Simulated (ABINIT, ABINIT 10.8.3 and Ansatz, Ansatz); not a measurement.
**Excitons of KHF2 (I4/mcm): kernels and approximations**

Wanted: excitons and ε₂ of KHF2 (I4/mcm), with cost.

Calculated with ABINIT 10.8.3 and Ansatz 0.2.0; PBEsol and many-body steps on it, plane waves.

## 1. The starting structure

Symmetry: I4/mcm, No. 140, tetragonal system. Conventional cell: a = 5.670 Å, b = 5.670 Å, c = 6.810 Å, α = 90.00°, β = 90.00°, γ = 90.00°. Nearest to K lie 8 F at 2.77 Å. Nearest to H lie 2 F at 1.13 Å. Nearest to F lie 1 H at 1.13 Å and 4 K at 2.77 Å. Farther neighbours and most contacts between anions are not listed.

Coordinates:

```cif
data_structure
_symmetry_space_group_name_H-M 'I4/mcm'
_symmetry_Int_Tables_number 140
_cell_length_a 5.6700
_cell_length_b 5.6700
_cell_length_c 6.8100
_cell_angle_alpha 90.000
_cell_angle_beta 90.000
_cell_angle_gamma 90.000
_cell_volume 218.93
loop_
_atom_site_label
_atom_site_type_symbol
_atom_site_symmetry_multiplicity
_atom_site_Wyckoff_symbol
_atom_site_fract_x
_atom_site_fract_y
_atom_site_fract_z
_atom_site_occupancy
K1 K 4 a 0.00000 0.00000 0.25000 1
H1 H 4 d 0.00000 0.50000 0.00000 1
F1 F 8 h 0.14080 0.64080 0.00000 1
```

The cell and positions come from the Crystallography Open Database and are kept as given unless a step says otherwise.

## 2. Empty states on the mesh, 2×2×2 mesh, 83 bands

This step: ABINIT 10.8.3; DFT, PBEsol, plane waves, norm-conserving pseudopotentials.

The sums over transitions need many empty states on a uniform mesh; this step solves for them.

run.abi reads:

```
acell 3*1.0 Angstrom
rprim 
  -2.835000000000 2.835000000000 3.405000000000
  2.835000000000 -2.835000000000 3.405000000000
  2.835000000000 2.835000000000 -3.405000000000
ntypat 3
znucl 19 1 9
natom 8
typat 1 1 2 2 3 3 3 3
xred 
  0.250000000000 0.250000000000 -0.000000000000
  0.750000000000 0.750000000000 -0.000000000000
  0.500000000000 -0.000000000000 0.500000000000
  0.000000000000 0.500000000000 0.500000000000
  0.640800000000 0.140800000000 0.781600000000
  0.140800000000 0.359200000000 0.500000000000
  0.359200000000 0.859200000000 0.218400000000
  0.859200000000 0.640800000000 0.500000000000
pp_dirpath "pseudos"
pseudos "K.upf, H.upf, F.upf"
ecut 36
ngkpt 2 2 2
nshiftk 1
shiftk 0 0 0
kptopt 1
chksymbreak 0
iscf -2
irdden 1
istwfk *1
nband 83
nbdbuf 6
tolwfr 1e-09
nstep 60
prtvol 0
indata_prefix "in"
outdata_prefix "out"
tmpdata_prefix "tmp"
```

Launch:

```sh
$ OMP_NUM_THREADS=1 mpirun -n 4 abinit run.abi > log
```

Numbers of over 12 decimals in the logs are rounded to 6 here.

The log of the run:

```text
.Version 10.8.3 of ABINIT. v10.8.2 released Aug 2026.

 Symmetries : space group I4/m c m (#140); Bravais tI (body-center tetrag.)
[... echo of the input left out ...]
== DATASET  1 ==================================================================
-   mpi_nproc: 4, omp_nthreads: 1 (-1 if OMP is not activated)

--- !DatasetInfo
iteration_state: {dtset: 1, }
dimensions: {natom: 8, nkpt: 4, mband: 83, nsppol: 1, nspinor: 1, nspden: 1, mpw: 7677, }
cutoff_energies: {ecut:  36.0, pawecutdg:  -1.0, }
[...]
1.03095    1.07484    1.07980    1.08266    1.08731    1.08731    1.11858    1.14392
   1.14392    1.15010    1.15129    1.15129    1.23213    1.23213    1.28001    1.30568
   1.30956    1.31948    1.32289
 prteigrs : prtvol=0 or 1, do not print more k-points.

== END DATASET(S) ==============================================================
================================================================================

 -outvars: echo values of variables after computation  --------
            nband          83
             nkpt           4
          spgroup         140
 [... the other variables as echoed above ...]

 Calculation completed.
```

Run time: 21 s. Hardware: 4 MPI ranks of Intel Xeon 6975P-C (Granite Rapids), shared host; peak memory 0.42 GiB; 84 s of CPU time.

Numbers from this step:

- gap: 7.017 eV
- k of the valence top: 0.5, 0.5, 0.5
- k of the conduction bottom: 0, 0, 0
- least direct gap: 7.072 eV
- k points computed: 4
- lowest point of the top converged band, above the valence top: 34.97 eV

On this mesh the gap is 7.017 eV.

The density comes from a self-consistent run that is not shown.

## 3. Screening, 2×2×2 mesh, 77 bands, screening to 98 eV

The RPA dielectric matrix is built and inverted for each q.

This step: RPA screening on PBEsol, plane waves, norm-conserving pseudopotentials.

run.abi, as its differences from that of step 2:

```diff
@@ -26,10 +26,11 @@
 chksymbreak 0
-iscf -2
-irdden 1
 istwfk *1
-nband 83
-nbdbuf 6
-tolwfr 1e-09
-nstep 60
-prtvol 0
+occopt 1
+irdwfk 1
+optdriver 3
+nband 77
+ecuteps 3.6
+inclvkb 2
+awtr 1
+symchi 1
 indata_prefix "in"
```

The log of the run:

```text
.Version 10.8.3 of ABINIT. v10.8.2 released Aug 2026.

 Symmetries : space group I4/m c m (#140); Bravais tI (body-center tetrag.)
[... echo of the input left out ...]
== DATASET  1 ==================================================================
-   mpi_nproc: 4, omp_nthreads: 1 (-1 if OMP is not activated)

--- !DatasetInfo
iteration_state: {dtset: 1, }
dimensions: {natom: 8, nkpt: 4, mband: 77, nsppol: 1, nspinor: 1, nspden: 1, mpw: 7677, }
cutoff_energies: {ecut:  36.0, pawecutdg:  -1.0, }
[...]
--------------------------------------------------------------------------------
[... chi0 elements left out ...]
 For q-point:  0.000010 0.000020 0.000030
  dielectric constant =   1.8310
  dielectric constant without local fields =   1.9775

  Average fulfillment of the sum rule on Im[epsilon] for q-point    1 :     33.38  [%]
[... wings left out ...]
  q-point number  2        q = ( 0.500000, 0.000000, 0.000000) [r.l.u.]
--------------------------------------------------------------------------------
[... chi0 elements left out ...]
  Average fulfillment of the sum rule on Im[epsilon] for q-point    2 :     39.77  [%]

 [... 2 further q-points ...]
```

Elapsed: 20 s, on 4 MPI ranks; peak memory 1 GiB.

Numbers from this step:

```
ε∞ with local fields, on this mesh, along the program's q direction : 1.831
the same without local fields                                       : 1.978
plasma frequency                                                    : 24.59 eV
plane waves in the screening matrix                                 : 241
```

Local fields lower ε∞ by 7 %. On a Γ-centred mesh this coarse the value itself is usually too large, while a short band sum pulls it down.

## 4. Self-energy, 2×2×2 mesh, 77 bands, screening to 98 eV

The self-energy is evaluated for the states that the input lists, and the levels follow from it, in one-shot runs by the linearised quasiparticle equation.

This step: G0W0 on PBEsol, plane waves, norm-conserving pseudopotentials.

run.abi, as its differences from that of step 3:

```diff
@@ -29,8 +29,17 @@
 irdwfk 1
-optdriver 3
+optdriver 4
 nband 77
+gwcalctyp 0
+ecutsigx 36
+symsigma 1
+nkptgw 2
+kptgw 
+  0.5000000000 0.5000000000 0.5000000000
+  0.0000000000 0.0000000000 0.0000000000
+bdgw 
+  22 26
+  22 26
 ecuteps 3.6
-inclvkb 2
-awtr 1
-symchi 1
+irdscr 1
+ppmodel 1
 indata_prefix "in"
```

The log of the run:

```text
.Version 10.8.3 of ABINIT. v10.8.2 released Aug 2026.

 Symmetries : space group I4/m c m (#140); Bravais tI (body-center tetrag.)
[... echo of the input left out ...]
== DATASET  1 ==================================================================
-   mpi_nproc: 4, omp_nthreads: 1 (-1 if OMP is not activated)

--- !DatasetInfo
iteration_state: {dtset: 1, }
dimensions: {natom: 8, nkpt: 4, mband: 77, nsppol: 1, nspinor: 1, nspden: 1, mpw: 7677, }
cutoff_energies: {ecut:  36.0, pawecutdg:  -1.0, }
[...]
Band     E0 <VxcDFT>   SigX SigC(E0)      Z dSigC/dE  Sig(E)    E-E0       E
[...]
25   5.574  -8.571  -4.337  -2.219   0.911  -0.098  -6.735   1.836   7.410
       26   8.373 -10.112  -4.589  -2.142   0.908  -0.102  -7.044   3.069  11.441

== END DATASET(S) ==============================================================
================================================================================

 -outvars: echo values of variables after computation  --------
           etotal      0.0000000000E+00
            nband          77
             nkpt           4
          spgroup         140
 [... the other variables as echoed above ...]

 Calculation completed.
```

Wall time 7.1 s (4 MPI ranks); peak memory 0.78 GiB; 28 s of CPU time.

Numbers from this step:

```yaml
g0w0_gap_on_the_points_computed: 11.08 eV
starting_gap_on_the_mesh: 7.017 eV
k_of_the_valence_top: 0, 0, 0
k_of_the_conduction_bottom: 0, 0, 0
least_direct_g0w0_gap_on_the_computed_points: 11.08 eV
```

The gap on the mesh goes from 7.02 eV to 11.08 eV, a correction of +4.06 eV.

The gap opens by 4.063 eV; the next steps shift the empty bands rigidly by 4.063 eV. The least direct G0W0 gap is 11.080 eV, so this shift leaves the direct transitions +0.05 eV off.

## 5. Excitons

Light makes an electron and a hole together. The Bethe-Salpeter equation adds their screened attraction and their exchange, in a window of bands around the gap.

This step: Bethe-Salpeter equation on PBEsol with a scissors shift, plane waves, norm-conserving pseudopotentials.

run.abi, as its differences from that of step 4:

```diff
@@ -29,17 +29,17 @@
 irdwfk 1
-optdriver 4
-nband 77
-gwcalctyp 0
-ecutsigx 36
-symsigma 1
-nkptgw 2
-kptgw 
-  0.5000000000 0.5000000000 0.5000000000
-  0.0000000000 0.0000000000 0.0000000000
-bdgw 
-  22 26
-  22 26
+optdriver 99
+bs_calctype 1
+mbpt_sciss 4.063 eV
+bs_loband 13
+nband 32
+bs_exchange_term 1
+bs_coulomb_term 11
+bs_coupling 0
+bs_algorithm 1
+bs_freq_mesh 0 17 0.1 eV
+zcut 0.15 eV
 ecuteps 3.6
+ecutwfn 18
+inclvkb 2
 irdscr 1
-ppmodel 1
 indata_prefix "in"
```

The log of the run:

```text
.Version 10.8.3 of ABINIT. v10.8.2 released Aug 2026.

 Symmetries : space group I4/m c m (#140); Bravais tI (body-center tetrag.)
[... echo of the input left out ...]
== DATASET  1 ==================================================================
-   mpi_nproc: 4, omp_nthreads: 1 (-1 if OMP is not activated)

--- !DatasetInfo
iteration_state: {dtset: 1, }
dimensions: {natom: 8, nkpt: 4, mband: 32, nsppol: 1, nspinor: 1, nspden: 1, mpw: 2710, }
cutoff_energies: {ecut:  18.0, pawecutdg:  -1.0, }
electrons: {nelect:   4.80000000E+01, charge:   0.00000000E+00, occopt:   1.00000000E+00, tsmear:   1.00000000E-02, }

 Exciton: Calculation of dielectric properties by solving the Bethe-Salpeter equation
 in frequency domain and reciprocal space on a transitions basis set.
 Based on a program developed by L. Reining, V. Olevano, F. Sottile,
 S. Albrecht, and G. Onida. Incorporated in ABINIT by M. Giantomassi.

.Using double precision arithmetic ; gwpc =  8

[... cell and pseudopotentials left out ...]
--------------------------------------------------------------------------------

 ==== K-mesh for the wavefunctions ====
 Number of points in the irreducible wedge :     4
[... list of points left out ...]
 Together with 16 symmetry operations and time-reversal symmetry
 yields     8 points in the full Brillouin Zone.

 ==== Q-mesh for the screening function ====
 Number of points in the irreducible wedge :     4
[... list of points left out ...]
 Together with 16 symmetry operations and time-reversal symmetry
 yields     8 points in the full Brillouin Zone.

 vcoul_init : cutoff-mode = AUXILIARY_FUNCTION
 q-points for optical limit:   1
     1)      0.000010    0.000020    0.000030
 setmesh: FFT mesh size selected  =    24x   24x   24
          total number of points  =        13824

 ==== Fundamental parameters for the solution of the Bethe-Salpeter equation: ====
 Algorithm: Direct diagonalization.
 Dimension of the v, W matrices,  npweps  = 241
 Cutoff for the wavefunctions,    npwwfn  = 2709
 Number of k-points in the IBZ,   nkibz   = 4
 Highest empty band included,     nband   = 32
 === Spin UP ===
 Number of resonant transitions          768
 Lowest occupied state                   13
 Highest occupied state                  24
 Lowest unoccupied state                 25
 Highest unoccupied state                32
 Minimum frequency [eV]           Emin    =   0.00
 Maximum frequency [eV]           Emax    =  17.00
 Frequency step [eV]              dE      =   0.10
 Lorentzian broadening [eV]       eta     =   0.15
 RPA L0 with KS energies and KS wavefunctions
 Scissors operator energy [eV] =          4.06
 Local fields effects (v term) included
 Excitonic effects (W term) included
 Full W_GG' included
 W is read from an external SCR file
 Resonant-only calculation (Hermitian case)

 Calculating epsilon_Macro(q-->0,w), along the following directions:
 q = (  1.310525  0.000000  0.000000) [r.l.u.]
 q = (  0.000000  1.310525  0.000000) [r.l.u.]
 q = (  0.000000  0.000000  1.205833) [r.l.u.]
 q = ( -0.852652  0.852652  0.852652) [r.l.u.]
 q = (  0.852652 -0.852652  0.852652) [r.l.u.]
 q = (  1.024085  1.024085 -1.024085) [r.l.u.]
 Number of electrons calculated from density =   47.9253; Expected =   48.0000
 average of density, n =  0.064876
 r_s =    1.5439
 omega_plasma =   24.5696 [eV]

. Writing resonant excitonic Hamiltonian on file out_BSR; file size=   0.00 [Gb].
 Direct diagonalization of the resonant excitonic Hamiltonian, Matrix size= 768
. Using LAPACK sequential version.
 Excitonic eigenvalues in eV up to n=   32
   8.99890   9.12759   9.14161   9.19511   9.19792   9.34397   9.62777  10.01650
  10.08897  10.09097  11.07200  11.09268  11.11225  11.12379  11.26289  11.27865
  11.34627  11.46416  11.49175  11.50349  11.51589  11.55358  11.56395  11.58466
  11.59678  11.61058  11.65560  11.68683  11.69316  11.73160  11.74755  11.76033

 First excitonic eigenvalue=    9.00 [eV]
 Last  excitonic eigenvalue=   20.43 [eV]

 GW  direct gap      11.13  0.00 [eV]
 EXC direct gap       9.00  0.00 [eV]
 EXC binding energy   2.14  0.00 [eV]

 Excitonic eigenvalues up to the GW energy gap [eV]
  1 (  9.00  0.00)
  2 (  9.13  0.00)
  3 (  9.14  0.00)
  4 (  9.20  0.00)
  5 (  9.20  0.00)
  6 (  9.34  0.00)
[...]
12 ( 11.09  0.00)
 13 ( 11.11  0.00)
 14 ( 11.12  0.00)

 Macroscopic dielectric function:
 omega [eV] <KS_RPA_nlf>  <GW_RPA_nlf>  <BSE>
   0.0000   1.3364   0.0000   1.2432   0.0000   1.3058   0.0000
   0.1000   1.3365   0.0001   1.2433   0.0000   1.3059   0.0001
   0.2000   1.3366   0.0002   1.2433   0.0001   1.3059   0.0001
   0.3000   1.3367   0.0003   1.2433   0.0001   1.3061   0.0002
   0.4000   1.3370   0.0004   1.2434   0.0001   1.3062   0.0003
   0.5000   1.3372   0.0005   1.2435   0.0002   1.3064   0.0004
   0.6000   1.3376   0.0006   1.2437   0.0002   1.3067   0.0004
   0.7000   1.3380   0.0007   1.2438   0.0002   1.3070   0.0005
   0.8000   1.3385   0.0008   1.2440   0.0003   1.3074   0.0006
   0.9000   1.3390   0.0009   1.2442   0.0003   1.3078   0.0006

 Writing KS-RPA macroscopic dielectric function without local fields to file: out_RPA_NLF_MDF
 Writing GW-RPA macroscopic dielectric function without local fields to file: out_GW_NLF_MDF
 Writing EXC Macroscopic dielectric function to file: out_EXC_MDF

== END DATASET(S) ==============================================================
================================================================================

 -outvars: echo values of variables after computation  --------
           etotal      0.0000000000E+00
            nband          32
             nkpt           4
          spgroup         140
 [... the other variables as echoed above ...]

 Calculation completed.
```

It took 21 s on 4 MPI ranks; peak memory 0.48 GiB.

This step gave:

- direct gap of the transition levels: 11.13 eV
- transitions in the window: 768
- first strong exciton (over a fiftieth of the strongest listed): 9.128 eV
- lowest state: 8.999 eV
- binding of the lowest state below the direct gap: 2.136 eV
- Coulomb term of one mesh cell: 2.334 eV

The binding is 0.91 times the screened Coulomb term of one mesh cell (2.33 eV), so it is not shown settled.

The lowest state lies at 8.999 eV, 2.136 eV under the direct gap.

Lines within 3 meV are set at the lowest of them, and the highest group, which the list may cut short, is left out. Exciton lines, with heights relative to the strongest:

| position (eV) | lines merged | oscillator strength, relative |
| --- | --- | --- |
| 8.999 | 1 | 1.4 |
| 9.128 | 1 | 70 |
| 9.142 | 1 | 62 |
| 9.195 | 2 | 0.8 |
| 9.344 | 1 | 0.8 |
| 9.628 | 1 | 100 |
| 10.017 | 1 | 0.0 |
| 10.089 | 2 | 7.5 |
| 11.072 | 1 | 0.1 |
| 11.093 | 1 | 0.4 |
| 11.112 | 1 | 0.8 |
| 11.124 | 1 | 1.1 |
| 11.263 | 1 | 25 |

The ε₂ has structure finer than the step of the table below, so its rows give means over 0.5 eV, whole bins alone (the curve runs from 0 to 16.9 eV). Peaks (eV: height): BSE 9.10: 1.41, 9.60: 1.17, 11.60: 2.90; no electron-hole interaction 11.20: 0.602, 14.00: 1.94, 14.40: 2.24, 15.70: 1.49; Kohn-Sham, no shift 7.20: 0.651, 10.40: 2.27, 11.60: 1.52.

Mean over the three Cartesian directions of q; broadening 0.15 eV; transition window only. Limits: finite bands, cutoff and mesh; coarse k mesh; exciton not shown settled in the k mesh. The ε₂ by photon energy; means over each step:

| photon energy (eV) | BSE | no electron-hole interaction | Kohn-Sham, no shift |
| --- | --- | --- | --- |
| 0.5 | 3.5e-4 | 1.7e-4 | 5.0e-4 |
| 1.0 | 7.2e-4 | 3.4e-4 | 9.5e-4 |
| 1.5 | 0.00111 | 5.2e-4 | 0.00152 |
| 2.0 | 0.00151 | 7.2e-4 | 0.00208 |
| 2.5 | 0.00197 | 9.1e-4 | 0.00275 |
| 3.0 | 0.00251 | 0.00112 | 0.00353 |
| 3.5 | 0.00312 | 0.00136 | 0.00449 |
| 4.0 | 0.00384 | 0.00162 | 0.00574 |
| 4.5 | 0.00471 | 0.00191 | 0.00743 |
| 5.0 | 0.00585 | 0.00223 | 0.00987 |
| 5.5 | 0.00735 | 0.00264 | 0.0140 |
| 6.0 | 0.00939 | 0.00308 | 0.0224 |
| 6.5 | 0.0124 | 0.00363 | 0.0509 |
| 7.0 | 0.0171 | 0.00431 | 0.329 |
| 7.5 | 0.0258 | 0.00518 | 0.357 |
| 8.0 | 0.0456 | 0.00630 | 0.194 |
| 8.5 | 0.123 | 0.00786 | 0.0845 |
| 9.0 | 0.837 | 0.0101 | 0.123 |
| 9.5 | 0.902 | 0.0139 | 0.534 |
| 10.0 | 0.359 | 0.0214 | 1.69 |
| 10.5 | 0.180 | 0.0445 | 1.81 |
| 11.0 | 0.595 | 0.269 | 0.784 |
| 11.5 | 2.24 | 0.378 | 1.24 |
| 12.0 | 1.13 | 0.231 | 1.34 |
| 12.5 | 0.708 | 0.0878 | 1.02 |
| 13.0 | 0.655 | 0.112 | 0.477 |
| 13.5 | 0.665 | 0.416 | 0.204 |
| 14.0 | 0.654 | 1.61 | 0.155 |
| 14.5 | 0.639 | 1.87 | 0.220 |
| 15.0 | 0.448 | 0.863 | 0.109 |
| 15.5 | 0.194 | 1.16 | 0.0992 |
| 16.0 | 0.140 | 1.34 | 0.174 |
| 16.5 | 0.140 | 1.10 | 0.172 |

(Part 1 of 3 ends here.)

[Paths, hosts, dates, memory and timing lines, banners, echoed tables and standing remarks are left out of the program output.]

[Logs are printed without paths, hosts, clocks, repeated set-up lines and the standing remarks that a program may print on its own settings, such as how far it seeks lower states.]

[Runs of the session that timed out or met a known fault of the program may be left out.]

[Hosts, paths, dates, database ids (printed as entryN), source tags and the programs' standing remarks are cut or masked in the printed files.]

[G0W0 gaps are taken among the corrected bands and points alone; a level outside them can change the order at an edge.]

[Where Ansatz stands beside ABINIT at settings called matched, ABINIT's density can come from a denser mesh and the files from another edition; pairs whose starting gaps differed by over 0.03 eV were left out, so agreement reads better than it is.]
